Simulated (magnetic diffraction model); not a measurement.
## Na3Cr2Cl9: what an assumed order does to the neutron pattern

Space group P6_3/mmc (no. 194), a = 6.6950 Å, c = 16.2320 Å.

| site | atom | x | y | z |
| --- | --- | --- | --- | --- |
| 4f | Cr | 2/3 | 1/3 | 0.1613 |
| 6h | Cl | 0.0156 | 0.5078 | 3/4 |
| 12k | Cl | 0.1769 | 0.3538 | 0.9068 |
| 2b | Na | 0 | 0 | 3/4 |
| 4f | Na | 2/3 | 1/3 | 0.9191 |

The compound is invented for this exercise: a known structure type with other elements, its cell scaled to their sizes and not relaxed.

Only Cr is taken to order (form factors of Cr3+); orders and moment sizes are assumed, and not adapted to the symmetry. Radiation: neutrons of λ = 2.36 Å, 3° to 70°; isotropic B of 0.63 Å² (Cr), 0.74 Å² (Cl) and 0.81 Å² (Na). The intensities are simulated: I ∝ L Σ (|F_N|² + |F_M⊥|²) for unpolarised neutrons, with F_M = 2.695 fm/μB × Σ f(s) S exp(2πi Q·r) exp(−B s²) at Q = H ± k (one set where k and −k are equivalent), only the part normal to Q counting and L = 1/(sin²θ cos θ). For collinear order S is the moment m, which repeats by lattice and centring translations R with the sign exp(−2πi k·R). Form factors are spin-only for 3d ions and dipole or tabulated for f ions, scattering lengths are Sears's of 1992, and absorption is left out. A label names one of the reflections at its angle. The strongest nuclear line in the range is 100, and lines under 0.2 are left out.

Assume the order k = (0 0 0), collinear moments along [001], 2.69 μB on Cr; signs + at (2/3, 1/3, 0.1613), − at (1/3, 2/3, 0.6613), + at (2/3, 1/3, 0.3387), − at (1/3, 2/3, 0.8387).

Q: Where does magnetic intensity appear, and how strong is it?

```
2θ (°)    index  nuclear  magnetic
 16.72  (0 0 2)      4.8       0.0
 23.48  (1 0 0)      5.2      11.4
 24.96  (1 0 1)     32.6       4.2
 28.97  (1 0 2)      6.8       1.8
 33.81  (0 0 4)      3.3       0.0
 34.71  (1 0 3)     10.1       0.0
 41.28  (1 1 0)      2.7       0.0
 41.58  (1 0 4)      2.0       0.7
 42.19  (1 1 1)      0.0       5.0
 48.04  (2 0 0)      0.3       1.9
 48.85  (2 0 1)     26.0       0.8
 49.24  (1 0 5)      0.5       0.2
 51.22  (2 0 2)     73.8       0.5
 51.72  (0 0 6)     47.4       0.0
 55.00  (2 0 3)    100.0       0.0
 57.54  (1 0 6)      0.0       0.4
 60.03  (2 0 4)     92.8       0.5
 60.84  (1 1 5)      0.0       1.1
 65.16  (2 1 0)      0.6       1.5
 65.82  (2 1 1)      1.2       0.7
 66.15  (2 0 5)     10.1       0.2
 66.47  (1 0 7)      2.8       0.0
 67.80  (2 1 2)      7.7       0.5
 68.22  (1 1 6)     12.8       0.0
```

The strongest magnetic line in the range is (1 0 0) at 23.48° (11.4). On top of the Lorentz factor, which all lines share, magnetic lines fade with angle because f falls: for Cr3+ it is 0.90, 0.67, 0.42 and 0.11 at sin θ/λ = 0.1, 0.2, 0.3 and 0.5 Å⁻¹, while nuclear lengths stay constant. The order has no net moment.

[Logs are printed without paths, hosts, clocks, repeated set-up lines and the standing remarks that a program may print on its own settings, such as how far it seeks lower states.]
